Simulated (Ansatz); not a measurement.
**SiC (Moissanite 3C, F-43m): zone-centre modes under pressure**

Wanted: Grüneisen parameters and pressure coefficients of the modes of SiC (Moissanite 3C, F-43m).

Main program and level: Ansatz 0.2.0; DFT LDA, scalar-relativistic, plane waves, PAW; PAW set soft_1.

Report form: the programs' logs are mostly left out.

### 1. Starting point

It takes space group F-43m (No. 216, cubic). The conventional cell has a = 4.358 Å, b = 4.358 Å, c = 4.358 Å, α = 90.00°, β = 90.00°, γ = 90.00°. Nearest to C lie 4 Si at 1.89 Å. Si has 4 C at 1.89 Å nearest. Farther neighbours are not listed.

Structure file:

```cif
data_structure
_symmetry_space_group_name_H-M 'F-43m'
_symmetry_Int_Tables_number 216
_cell_length_a 4.3580
_cell_length_b 4.3580
_cell_length_c 4.3580
_cell_angle_alpha 90.000
_cell_angle_beta 90.000
_cell_angle_gamma 90.000
_cell_volume 82.77
loop_
_atom_site_label
_atom_site_type_symbol
_atom_site_symmetry_multiplicity
_atom_site_Wyckoff_symbol
_atom_site_fract_x
_atom_site_fract_y
_atom_site_fract_z
_atom_site_occupancy
C1 C 4 c 0.25000 0.25000 0.25000 1
Si1 Si 4 a 0.00000 0.00000 0.00000 1
```

### 2. Relaxation

Harmonic phonons are second derivatives at a point where the forces vanish, and they are wanted at zero stress, so atoms and cell are relaxed first.

File input.yaml:

```yaml
crystal:
  lattice:
    - [0.0, 2.179, 2.179]
    - [2.179, 0.0, 2.179]
    - [2.179, 2.179, 0.0]
  atoms:
    - { symbol: C, position: [0.75, 0.75, 0.75] }
    - { symbol: Si, position: [0.0, 0.0, 0.0] }
kpoints:
  mp_grid: { grid: [10, 10, 10] }
hamiltonian:
  xc: lda
  pseudopotentials: { kind: paw, azcp: { folder: soft_1 }, xc_functional: pbe }
scf:
  occupations: { method: gaussian, width: 0.02 }
output:
  forces: true
  stress: true
  eigenvalues: true
relax:
  adjacent_minimum: "off"
  f_tol: 0.005
  max_steps: 80
  cell: { stress_tol: 0.05 }
```

Run with:

```bash
ansatz run input.yaml --threads 4 --pin off --max-ram 10240MiB --backend cpu --events-out ev --progress --plain --runs-dir out
```

The job ended after 2 s (4 threads of Arm Neoverse V1, shared host; peak memory 0.28 GiB; 6.7 s of CPU time).

Relaxation path:

| step | energy less that of the first step (eV) | largest force component (eV/Å) | pressure (GPa) | volume (Å³) |
| --- | --- | --- | --- | --- |
| 1 | 0.0000 | 0.0000 | -4.42 | 20.69 |
| 2 | -0.0047 | 0.0000 | -2.11 | 20.47 |
| 3 | -0.0062 | 0.0000 | 0.06 | 20.28 |
| 4 | -0.0062 | 0.0000 | 0.00 | 20.29 |
| 5* | -0.0057 | 0.0000 | -0.04 | 20.29 |

Relaxation steps marked * repeat the geometry before them on a plane-wave basis chosen anew for their cell, so energy and pressure can jump there.

The run keeps the 24 symmetry operations that it works with, so distortions that break them were not tested.

| conventional cell, symmetrised | before | after | change |
| --- | --- | --- | --- |
| a (Å) | 4.358 | 4.329 | -0.7 % |
| b (Å) | 4.358 | 4.329 | -0.7 % |
| c (Å) | 4.358 | 4.329 | -0.7 % |
| volume (Å³/atom) | 10.35 | 10.14 | -2.0 % |

The relaxed structure:

```xyz
2
Lattice="0.0000 2.1647 2.1647 2.1647 0.0000 2.1647 2.1647 2.1647 0.0000" Properties=species:S:1:pos:R:3 pbc="T T T"
C     3.2470    3.2470    3.2470
Si    0.0000    0.0000    0.0000
```

Numbers from this step:

* pressure: -0.04065 GPa
* gap on the k-mesh: 1.301 eV
* volume per atom: 10.14 Å³

In this step the volume went from 10.35 to 10.14 Å³/atom.

### 3. Tight relaxation

Phonons need small forces and stress, so the relaxation is finished with tight tolerances on 12×12×12 k points.

input.yaml, the sections that differ from step 2:

```yaml
crystal:
  lattice:
    - [0.0, 2.164662463, 2.164662463]
    - [2.164662463, 0.0, 2.164662463]
    - [2.164662463, 2.164662463, 0.0]
  atoms:
    - { symbol: C, position: [0.75, 0.75, 0.75] }
    - { symbol: Si, position: [0.0, 0.0, 0.0] }
kpoints:
  mp_grid: { grid: [12, 12, 12] }
scf:
  occupations: { method: fixed }
relax:
  adjacent_minimum: "off"
  f_tol: 0.001
  max_steps: 60
  cell: { stress_tol: 0.01 }
# hamiltonian, output: as in step 2
```

Wall time 2.1 s (4 threads); peak memory 0.28 GiB; 7.3 s of CPU time.

Little changed from the start: no atom moved by 0.005 Å and no cell edge by 0.1 %.

This step gave:

- pressure: -4.45e-5 GPa

The forces vanish by symmetry and the pressure is 0.000 GPa, within the tolerances set. The cell now holds 10.14 Å³/atom.

### 4. Zone-centre response at rest

The modes at rest are the reference of the series, and the response to a field gives the dielectric tensor and the Born charges.

input.yaml, the sections that differ from step 3:

```yaml
crystal:
  lattice:
    - [0.0, 2.16453413, 2.16453413]
    - [2.16453413, 0.0, 2.16453413]
    - [2.16453413, 2.16453413, 0.0]
  atoms:
    - { symbol: C, position: [0.75, 0.75, 0.75] }
    - { symbol: Si, position: [0.0, 0.0, 0.0] }
output:
  eigenvalues: true
phonons:
  method: dfpt
  dielectric: true
  rigid_motions: translations
  raman: true
# kpoints, hamiltonian, scf: as in step 3
# relax: removed
```

Run time: 29 s. Hardware: 4 threads; peak memory 0.66 GiB; 1.8 min of CPU time.

This step gave:

- sum-rule residual before enforcement: 1.43e-4 eV/Å²
- miss of the charge sum rule: 5.47e-4 e
- estimated error of the dielectric tensor: 0.01846
- estimated error of the Born charges: 0.009154 e
- point group: -43m
- highest optical mode at the zone centre (no LO-TO term): 797.8 cm⁻¹
- lowest optical zone-centre mode: 797.8 cm⁻¹
- mean high-frequency dielectric constant: 6.920
- largest Born charge (third of the trace): -2.731 e
- mean static dielectric constant: 10.30
- top of the zone-centre spectrum with the field: 973.3 cm⁻¹

Without the LO-TO term. Patterns of degenerate modes are one choice out of their space. The modes at Γ (shares of kinetic energy by element, %):

| mode | frequency (cm⁻¹) | symmetry | C % | Si % |
| --- | --- | --- | --- | --- |
| 1 | 0.0 | acoustic | 30 | 70 |
| 2 | 0.0 | acoustic | 30 | 70 |
| 3 | 0.0 | acoustic | 30 | 70 |
| 4 | 797.8 | T2 | 70 | 30 |
| 5 | 797.8 | T2 | 70 | 30 |
| 6 | 797.8 | T2 | 70 | 30 |

Displacements in mode 5 (797.8 cm⁻¹), the largest set to 1:
```
C1   0.00  1.00  0.00
Si2  0.00 -0.43  0.00
```

Optical modes at the zone centre, without and with the macroscopic field of the longitudinal modes; each column is sorted by frequency, so a row need not hold one and the same mode. Modes with and without the field, by row:

| rank among optical modes | no field (cm⁻¹) | q along (1, 0, 0) (cm⁻¹) |
| --- | --- | --- |
| 1 | 797.8 | 797.8 |
| 2 | 797.8 | 797.8 |
| 3 | 797.8 | 973.3 |

Born charge (rows field, columns displacement) (e), principal values of the symmetric part by kind of site:

| atom | atoms with these values | low | middle | high | mean |
| --- | --- | --- | --- | --- | --- |
| C1 | 1 | -2.73 | -2.73 | -2.73 | -2.73 |
| Si2 | 1 | 2.73 | 2.73 | 2.73 | 2.73 |

In full for Si2:

```
2.73 0.00 0.00
0.00 2.73 0.00
0.00 0.00 2.73
```

High-frequency dielectric tensor:

```
6.92 0.00 0.00
0.00 6.92 0.00
0.00 0.00 6.92
```

Static dielectric tensor (ions relaxed, fixed cell):

```
10.30  0.00  0.00
 0.00 10.30  0.00
 0.00  0.00 10.30
```

Transverse modes. Infrared lines, with heights relative to the strongest:

| position (cm⁻¹) | label | relative intensity |
| --- | --- | --- |
| 798 | T2 | 100 |

Activity x (w_L - w)^4 (n + 1)/w, 532 nm, 300 K; modes without the macroscopic field alone. Raman lines, with heights relative to the strongest:

| position (cm⁻¹) | label | relative intensity |
| --- | --- | --- |
| 798 | T2 | 100 |

Before it was imposed, the acoustic sum rule was missed by 1.4e-4 eV/Å² and the charge sum rule by 5.5e-4 e. Small misses are needed for a sound result but don't prove that mesh and cutoff are converged. The lowest optical mode is real, 798 cm⁻¹.

### 5. Ground state of a member: 1.06 times the volume at rest

The cell is set to 1.06 times the volume at rest; symmetry leaves nothing else free, so this is a single point.

input.yaml, the sections that differ from step 4:

```yaml
crystal:
  lattice:
    - [0.0, 2.2069867536, 2.2069867536]
    - [2.2069867536, 0.0, 2.2069867536]
    - [2.2069867536, 2.2069867536, 0.0]
  atoms:
    - { symbol: C, position: [0.75, 0.75, 0.75] }
    - { symbol: Si, position: [0.0, 0.0, 0.0] }
scf:
  occupations: { method: gaussian, width: 0.02 }
output:
  forces: true
  stress: true
  eigenvalues: true
# kpoints, hamiltonian: as in step 4
# phonons: removed
```

Run time: 0.64 s. Hardware: 4 threads; peak memory 0.27 GiB; 2 s of CPU time.

This step gave:

| Item | Value |
| --- | --- |
| pressure | -11.96 GPa |
| gap on the k-mesh | 1.348 eV |
| volume per atom | 10.75 Å³ |

The forces vanish by symmetry, at a pressure of -11.96 GPa.

### 6. Zone-centre modes of the member: 1.06 times the volume at rest

The zone-centre modes follow for 1.06 times the volume at rest, with the response to a field.

Edit input.yaml of step 5 so:

```diff
@@ -14,6 +14,8 @@
 scf:
-  occupations: { method: gaussian, width: 0.02 }
+  occupations: { method: fixed }
 output:
-  forces: true
-  stress: true
   eigenvalues: true
+phonons:
+  method: dfpt
+  dielectric: true
+  rigid_motions: translations
```

The job ended after 11 s (4 threads; peak memory 0.5 GiB; 39 s of CPU time).

This step gave:

```yaml
sum_rule_residual_before_enforcement: 2.20e-4 eV/Å²
miss_of_the_charge_sum_rule: 4.77e-4 e
estimated_error_of_the_dielectric_tensor: 0.01946
estimated_error_of_the_born_charges: 0.009018 e
highest_optical_mode_at_the_zone_centre_no_lo_to_term: 746.4 cm⁻¹
lowest_optical_zone_centre_mode: 746.4 cm⁻¹
mean_high_frequency_dielectric_constant: 7.084
largest_born_charge_third_of_the_trace: -2.688 e
mean_static_dielectric_constant: 10.61
top_of_the_zone_centre_spectrum_with_the_field: 913.5 cm⁻¹
```

Without the LO-TO term. Patterns of degenerate modes are one choice out of their space. Modes at Γ, with each element's share of the kinetic energy:

| mode | frequency (cm⁻¹) | symmetry | C % | Si % |
| --- | --- | --- | --- | --- |
| 1 | 0.0 | acoustic | 30 | 70 |
| 2 | 0.0 | acoustic | 30 | 70 |
| 3 | 0.0 | acoustic | 30 | 70 |
| 4 | 746.4 | T2 | 70 | 30 |
| 5 | 746.4 | T2 | 70 | 30 |
| 6 | 746.4 | T2 | 70 | 30 |

Transverse modes. Lines of the infrared spectrum (strongest = 100):

| position (cm⁻¹) | label | relative intensity |
| --- | --- | --- |
| 746 | T2 | 100 |

The optical mode without the LO-TO term lies at 746.4 cm⁻¹.

For the mean static dielectric tensor (ions relaxed, fixed cell), step 4 gave 10.3; this run, with volume ratio 1.06, gives 10.6 (+3 %).

### 7. Ground state of a member: 0.9 times the volume at rest

The cell is set to 0.9 times the volume at rest; symmetry leaves nothing else free, so this is a single point.

input.yaml, the sections that differ from step 6:

```yaml
crystal:
  lattice:
    - [0.0, 2.0898347252, 2.0898347252]
    - [2.0898347252, 0.0, 2.0898347252]
    - [2.0898347252, 2.0898347252, 0.0]
  atoms:
    - { symbol: C, position: [0.75, 0.75, 0.75] }
    - { symbol: Si, position: [0.0, 0.0, 0.0] }
scf:
  occupations: { method: gaussian, width: 0.02 }
output:
  forces: true
  stress: true
  eigenvalues: true
# kpoints, hamiltonian: as in step 6
# phonons: removed
```

The job ended after 0.59 s (4 threads; peak memory 0.26 GiB; 1.8 s of CPU time).

Numbers from this step:

```yaml
pressure: 29.65 GPa
gap_on_the_k_mesh: 1.202 eV
volume_per_atom: 9.127 Å³
```

The forces vanish by symmetry, at a pressure of 29.65 GPa.

### 8. Modes of this member: 0.9 times the volume at rest

The zone-centre modes follow for 0.9 times the volume at rest, with the response to a field.

Edit input.yaml of step 7 so:

```diff
@@ -14,6 +14,8 @@
 scf:
-  occupations: { method: gaussian, width: 0.02 }
+  occupations: { method: fixed }
 output:
-  forces: true
-  stress: true
   eigenvalues: true
+phonons:
+  method: dfpt
+  dielectric: true
+  rigid_motions: translations
```

The job ended after 9.4 s (4 threads; peak memory 0.48 GiB).

Numbers from this step:

| Property | Result |
| --- | --- |
| sum-rule residual before enforcement | 3.93e-5 eV/Å² |
| miss of the charge sum rule | 3.66e-4 e |
| estimated error of the dielectric tensor | 0.01804 |
| estimated error of the Born charges | 0.009172 e |
| highest optical mode at the zone centre (no LO-TO term) | 899.0 cm⁻¹ |
| lowest optical zone-centre mode | 899.0 cm⁻¹ |
| mean high-frequency dielectric constant | 6.704 |
| largest Born charge (third of the trace) | -2.804 e |
| mean static dielectric constant | 9.820 |
| top of the zone-centre spectrum with the field | 1088 cm⁻¹ |

Without the LO-TO term. Patterns of degenerate modes are one choice out of their space. The modes at Γ (shares of kinetic energy by element, %):

| mode | frequency (cm⁻¹) | symmetry | C % | Si % |
| --- | --- | --- | --- | --- |
| 1 | 0.0 | acoustic | 30 | 70 |
| 2 | 0.0 | acoustic | 30 | 70 |
| 3 | 0.0 | acoustic | 30 | 70 |
| 4 | 899.0 | T2 | 70 | 30 |
| 5 | 899.0 | T2 | 70 | 30 |
| 6 | 899.0 | T2 | 70 | 30 |

Transverse modes. Lines of the infrared spectrum (strongest = 100):

| position (cm⁻¹) | label | relative intensity |
| --- | --- | --- |
| 899 | T2 | 100 |

The optical mode without the LO-TO term lies at 899.0 cm⁻¹.

For the mean static dielectric tensor (ions relaxed, fixed cell), step 4 gave 10.3; this run, with volume ratio 0.9, gives 9.82 (-5 %).

### 9. The series together

The members are set side by side, also those not shown above.

Each row is one cell with its response, relaxed at fixed volume as far as symmetry leaves anything free; energies are extrapolated to zero smearing, and E0 is that at rest; shape and atoms are relaxed in each cell where symmetry leaves them free. State of the crystal along the series:

| volume ratio | V (Å³/atom) | pressure (GPa) | E - E0 (meV/atom) | gap on mesh (eV) | ε∞ | ε0 | largest Born charge in size, a third of the trace (e) | top mode with the field, highest of q along x, y and z (cm⁻¹) |
| --- | --- | --- | --- | --- | --- | --- | --- | --- |
| 0.9 | 9.127 | 29.65 | 86.21 | 1.202 | 6.704 | 9.82 | 2.804 | 1088 |
| 0.92 | 9.33 | 22.5 | 53.27 | 1.224 | 6.742 | 9.912 | 2.789 | 1064 |
| 0.94 | 9.533 | 16.03 | 28.97 | 1.244 | 6.782 | 10.01 | 2.775 | 1040 |
| 0.96 | 9.736 | 10.16 | 12.44 | 1.263 | 6.826 | 10.1 | 2.76 | 1017 |
| 0.98 | 9.938 | 4.831 | 3.022 | 1.283 | 6.872 | 10.2 | 2.746 | 994.7 |
| 0.99 | 10.04 | 2.356 | 0.7459 | 1.292 | 6.896 | 10.25 | 2.739 | 983.9 |
| 1 | 10.14 | -4.45e-5 | 0 | 1.301 | 6.92 | 10.3 | 2.731 | 973.3 |
| 1.02 | 10.34 | -4.382 | 2.826 | 1.317 | 6.972 | 10.4 | 2.717 | 952.7 |
| 1.04 | 10.55 | -8.358 | 10.93 | 1.333 | 7.027 | 10.51 | 2.702 | 932.8 |
| 1.06 | 10.75 | -11.96 | 23.82 | 1.348 | 7.084 | 10.61 | 2.688 | 913.5 |

Without the LO-TO term; each mode is tracked from rest by its pattern, and modes that stay within 0.3 cm⁻¹ of each other stand once; shape and atoms are relaxed in each cell where symmetry leaves them free. Optical modes along the series:

| V (Å³/atom) | mode 4 T2 (cm⁻¹) |
| --- | --- |
| 9.127 | 899 |
| 9.33 | 877 |
| 9.533 | 856 |
| 9.736 | 835.8 |
| 9.938 | 816.4 |
| 10.04 | 807 |
| 10.14 | 797.8 |
| 10.34 | 780 |
| 10.55 | 762.8 |
| 10.75 | 746.4 |

From cubic fits (parabolas where under five rows exist) of ln ω and P against ln V through the rows within about 4 % of rest: γ = −d ln ω / d ln V and dω/dP = γ ω / B. Slopes at rest:

| mode | fitted frequency at rest (cm⁻¹) | Grüneisen parameter γ | dω/dP (cm⁻¹/GPa) |
| --- | --- | --- | --- |
| mode 4 T2 | 797.8 | 1.14 | 3.96 |
| longitudinal mode | 973.3 | 1.08 | 4.56 |

### 10. Summary of results

```
members                                                          : 10
highest optical mode at the zone centre (no LO-TO term), at rest : 797.8 cm⁻¹
bulk modulus at rest                                             : 230 GPa
mode 4 T2, γ                                                     : 1.14
longitudinal mode, γ                                             : 1.08
```

The series spans -12.0 to 29.6 GPa, and the slope at rest gives a bulk modulus of 230 GPa. The transverse optical mode has γ = 1.14 and moves by 4.0 cm⁻¹ for each GPa, the longitudinal one has γ = 1.08 and moves by 4.6. ε∞ is 6.92 at rest, with d ln ε∞ / d ln V = 0.36. One k mesh and one cutoff serve the ground states and modes of all volumes; the field response picks its own mesh. These are harmonic frequencies at zero temperature: anharmonic shifts, linewidths and thermal expansion are left out. The PAW files were made for PBE; the program adapts parts of them to the functional of the run, but their partial waves stay those of PBE, an approximation that was not tested in this session. Only the zone centre was solved, so an instability at another wavevector cannot show here.

[Logs are printed without paths, hosts, clocks, repeated set-up lines and the standing remarks that a program may print on its own settings, such as how far it seeks lower states.]

[Hosts, paths, dates, database ids (printed as entryN), source tags and the programs' standing remarks are cut or masked in the printed files.]
